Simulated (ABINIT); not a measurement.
# BaMg2Sb2 (P-3m1): RPA correlation energy against the basis, part 2 of 2

Wanted: RPA correlation energy of BaMg2Sb2 (P-3m1), with cost.

ABINIT 10.8.3; LDA and many-body steps on it, plane waves.

So far. Step 2 (Empty states on the mesh, 3×3×1 mesh, 391 bands): On this mesh the gap is 1.040 eV. Step 3 (RPA energy: 3×3×1 mesh, 83 bands, screening to 32.7 eV): Local fields lower ε∞ by 9 %. On a Γ-centred mesh this coarse the value itself is usually too large, while a short band sum pulls it down.

### Step 5. RPA energy: 3×3×1 mesh, 242 bands, screening to 84.4 eV

Level of this step: RPA screening on LDA, plane waves, norm-conserving pseudopotentials (ABINIT).

Input file run.abi:

```
acell 3*1.0 Angstrom
rprim 
  4.770000000028 -0.000000000006 0.000000000000
  -2.385000000008 4.130941176079 0.000000000000
  0.000000000000 0.000000000000 8.100000000000
ntypat 3
znucl 56 12 51
natom 5
typat 1 2 2 3 3
xred 
  0.000000000000 0.000000000000 0.000000000000
  0.333333333333 0.666666666667 0.624700000000
  0.666666666667 0.333333333333 0.375300000000
  0.333333333333 0.666666666667 0.268000000000
  0.666666666667 0.333333333333 0.732000000000
pp_dirpath "pseudos"
pseudos "Ba.upf, Mg.upf, Sb.upf"
ecut 38
ngkpt 3 3 1
nshiftk 1
shiftk 0 0 0
kptopt 1
chksymbreak 0
istwfk *1
occopt 1
irdwfk 1
optdriver 3
nband 242
ecuteps 3.1
inclvkb 2
awtr 1
symchi 1
gwcalctyp 1
nfreqre 0
nfreqim 8
gwrpacorr 1
indata_prefix "in"
outdata_prefix "out"
tmpdata_prefix "tmp"
```

Started as:

```console
OMP_NUM_THREADS=1 mpirun -n 4 abinit run.abi > log
```

Numbers of over 12 decimals in the logs are rounded to 6 here.

Output:

```text
.Version 10.8.3 of ABINIT. v10.8.2 released Aug 2026.

 Symmetries : space group P-3 m 1 (#164); Bravais hP (primitive hexag.)
[... echo of the input left out ...]
== DATASET  1 ==================================================================
-   mpi_nproc: 4, omp_nthreads: 1 (-1 if OMP is not activated)

--- !DatasetInfo
iteration_state: {dtset: 1, }
dimensions: {natom: 5, nkpt: 3, mband: 242, nsppol: 1, nspinor: 1, nspden: 1, mpw: 12103, }
cutoff_energies: {ecut:  38.0, pawecutdg:  -1.0, }
[...]
[... chi0 elements left out ...]
  [... further frequencies ...]

 For q-point:  0.000010 0.000020 0.000030
  dielectric constant =  19.6869
  dielectric constant without local fields =  22.1028

  Average fulfillment of the sum rule on Im[epsilon] for q-point    1 :     72.35  [%]
[... wings left out ...]
  q-point number  2        q = ( 0.333333, 0.000000, 0.000000) [r.l.u.]
--------------------------------------------------------------------------------
[... chi0 elements left out ...]
  [... further frequencies ...]

  Average fulfillment of the sum rule on Im[epsilon] for q-point    2 :     76.51  [%]

 [... 1 further q-points ...]
```

Run time: 54 s. Hardware: 4 MPI ranks of Intel Xeon 6975P-C (Granite Rapids), shared host; peak memory 1.4 GiB; 3.6 min of CPU time.

This step gave:

- ε∞ with local fields, on this mesh, along the program's q direction: 19.69
- the same without local fields: 22.10
- plasma frequency: 22.77 eV
- plane waves in the screening matrix: 301
- RPA correlation energy: -34.27 eV

### Step 6. RPA energy: 3×3×1 mesh, 357 bands, screening to 111.6 eV

run.abi, as its differences from that of step 5:

```diff
@@ -27,4 +27,4 @@
 optdriver 3
-nband 242
-ecuteps 3.1
+nband 357
+ecuteps 4.1
 inclvkb 2
```

Output:

```text
.Version 10.8.3 of ABINIT. v10.8.2 released Aug 2026.

 Symmetries : space group P-3 m 1 (#164); Bravais hP (primitive hexag.)
[... echo of the input left out ...]
== DATASET  1 ==================================================================
-   mpi_nproc: 4, omp_nthreads: 1 (-1 if OMP is not activated)

--- !DatasetInfo
iteration_state: {dtset: 1, }
dimensions: {natom: 5, nkpt: 3, mband: 357, nsppol: 1, nspinor: 1, nspden: 1, mpw: 12103, }
cutoff_energies: {ecut:  38.0, pawecutdg:  -1.0, }
[...]
[... chi0 elements left out ...]
  [... further frequencies ...]

 For q-point:  0.000010 0.000020 0.000030
  dielectric constant =  19.7087
  dielectric constant without local fields =  22.1105

  Average fulfillment of the sum rule on Im[epsilon] for q-point    1 :     87.05  [%]
[... wings left out ...]
  q-point number  2        q = ( 0.333333, 0.000000, 0.000000) [r.l.u.]
--------------------------------------------------------------------------------
[... chi0 elements left out ...]
  [... further frequencies ...]

  Average fulfillment of the sum rule on Im[epsilon] for q-point    2 :     91.27  [%]

 [... 1 further q-points ...]
```

Elapsed: 1.9 min, on 4 MPI ranks; peak memory 2 GiB.

Numbers from this step:

```yaml
eps_infinity_with_local_fields_on_this_mesh_along_the_program_s_q_direction: 19.71
the_same_without_local_fields: 22.11
plasma_frequency: 22.77 eV
plane_waves_in_the_screening_matrix: 403
rpa_correlation_energy: -41.07 eV
```

### Step 7. RPA energy: 3×3×1 mesh, 145 bands, screening to 136.1 eV, 4 frequencies

run.abi, as its differences from that of step 6:

```diff
@@ -27,4 +27,4 @@
 optdriver 3
-nband 357
-ecuteps 4.1
+nband 145
+ecuteps 5
 inclvkb 2
@@ -34,3 +34,3 @@
 nfreqre 0
-nfreqim 8
+nfreqim 4
 gwrpacorr 1
```

Output:

```text
.Version 10.8.3 of ABINIT. v10.8.2 released Aug 2026.

 Symmetries : space group P-3 m 1 (#164); Bravais hP (primitive hexag.)
[... echo of the input left out ...]
== DATASET  1 ==================================================================
-   mpi_nproc: 4, omp_nthreads: 1 (-1 if OMP is not activated)

--- !DatasetInfo
iteration_state: {dtset: 1, }
dimensions: {natom: 5, nkpt: 3, mband: 145, nsppol: 1, nspinor: 1, nspden: 1, mpw: 12103, }
cutoff_energies: {ecut:  38.0, pawecutdg:  -1.0, }
[...]
[... chi0 elements left out ...]
  [... further frequencies ...]

 For q-point:  0.000010 0.000020 0.000030
  dielectric constant =  19.6220
  dielectric constant without local fields =  22.0863

  Average fulfillment of the sum rule on Im[epsilon] for q-point    1 :     53.50  [%]
[... wings left out ...]
  q-point number  2        q = ( 0.333333, 0.000000, 0.000000) [r.l.u.]
--------------------------------------------------------------------------------
[... chi0 elements left out ...]
  [... further frequencies ...]

  Average fulfillment of the sum rule on Im[epsilon] for q-point    2 :     57.49  [%]

 [... 1 further q-points ...]
```

It took 91 s on 4 MPI ranks; peak memory 1.3 GiB; 6.1 min of CPU time.

This step gave:

```
ε∞ with local fields, on this mesh, along the program's q direction : 19.62
the same without local fields                                       : 22.09
plasma frequency                                                    : 22.77 eV
plane waves in the screening matrix                                 : 573
RPA correlation energy                                              : -28.13 eV
```

### Step 8. The rungs together

Times are wall times on 4 MPI ranks of Intel Xeon 6975P-C (Granite Rapids), shared host, good to a factor of about two.

```csv
bands,cutoff (eV),plane waves,frequencies,E_c (eV/atom),time
83,32.7,67,8,-3.278,11 s
145,57.1,147,8,-5.029,22 s
242,84.4,301,8,-6.855,54 s
357,111.6,403,8,-8.214,1.9 min
145,136.1,573,4,-5.627,91 s
```

### Step 9. What came out

| Quantity | Value |
| --- | --- |
| 3×3×1 mesh, 83 bands, screening to 32.7 eV | -3.278 eV/atom |
| 3×3×1 mesh, 145 bands, screening to 57.1 eV | -5.029 eV/atom |
| 3×3×1 mesh, 242 bands, screening to 84.4 eV | -6.855 eV/atom |
| 3×3×1 mesh, 357 bands, screening to 111.6 eV | -8.214 eV/atom |
| limit by the two highest rungs | -10.83 eV/atom |

Rows off the diagonal of bands and cutoff are checks and stay out of the ladder. The energy is still falling: −1.360 eV/atom over the last rung. A line in cutoff^(−3/2) puts the limit near -10.83 eV/atom, 32 % beyond the top rung; the pair below gives -9.15, so the estimate is rough. The value holds the valence electrons of these pseudopotentials alone, on one mesh; differences between structures converge far faster than the total.

[Paths, hosts, dates, memory and timing lines, banners, echoed tables and standing remarks are left out of the program output.]

[Logs are printed without paths, hosts, clocks, repeated set-up lines and the standing remarks that a program may print on its own settings, such as how far it seeks lower states.]

[Runs of the session that timed out or met a known fault of the program may be left out.]

[Hosts, paths, dates, database ids (printed as entryN), source tags and the programs' standing remarks are cut or masked in the printed files.]

[G0W0 gaps are taken among the corrected bands and points alone; a level outside them can change the order at an edge.]

[Where Ansatz stands beside ABINIT at settings called matched, ABINIT's density can come from a denser mesh and the files from another edition; pairs whose starting gaps differed by over 0.03 eV were left out, so agreement reads better than it is.]
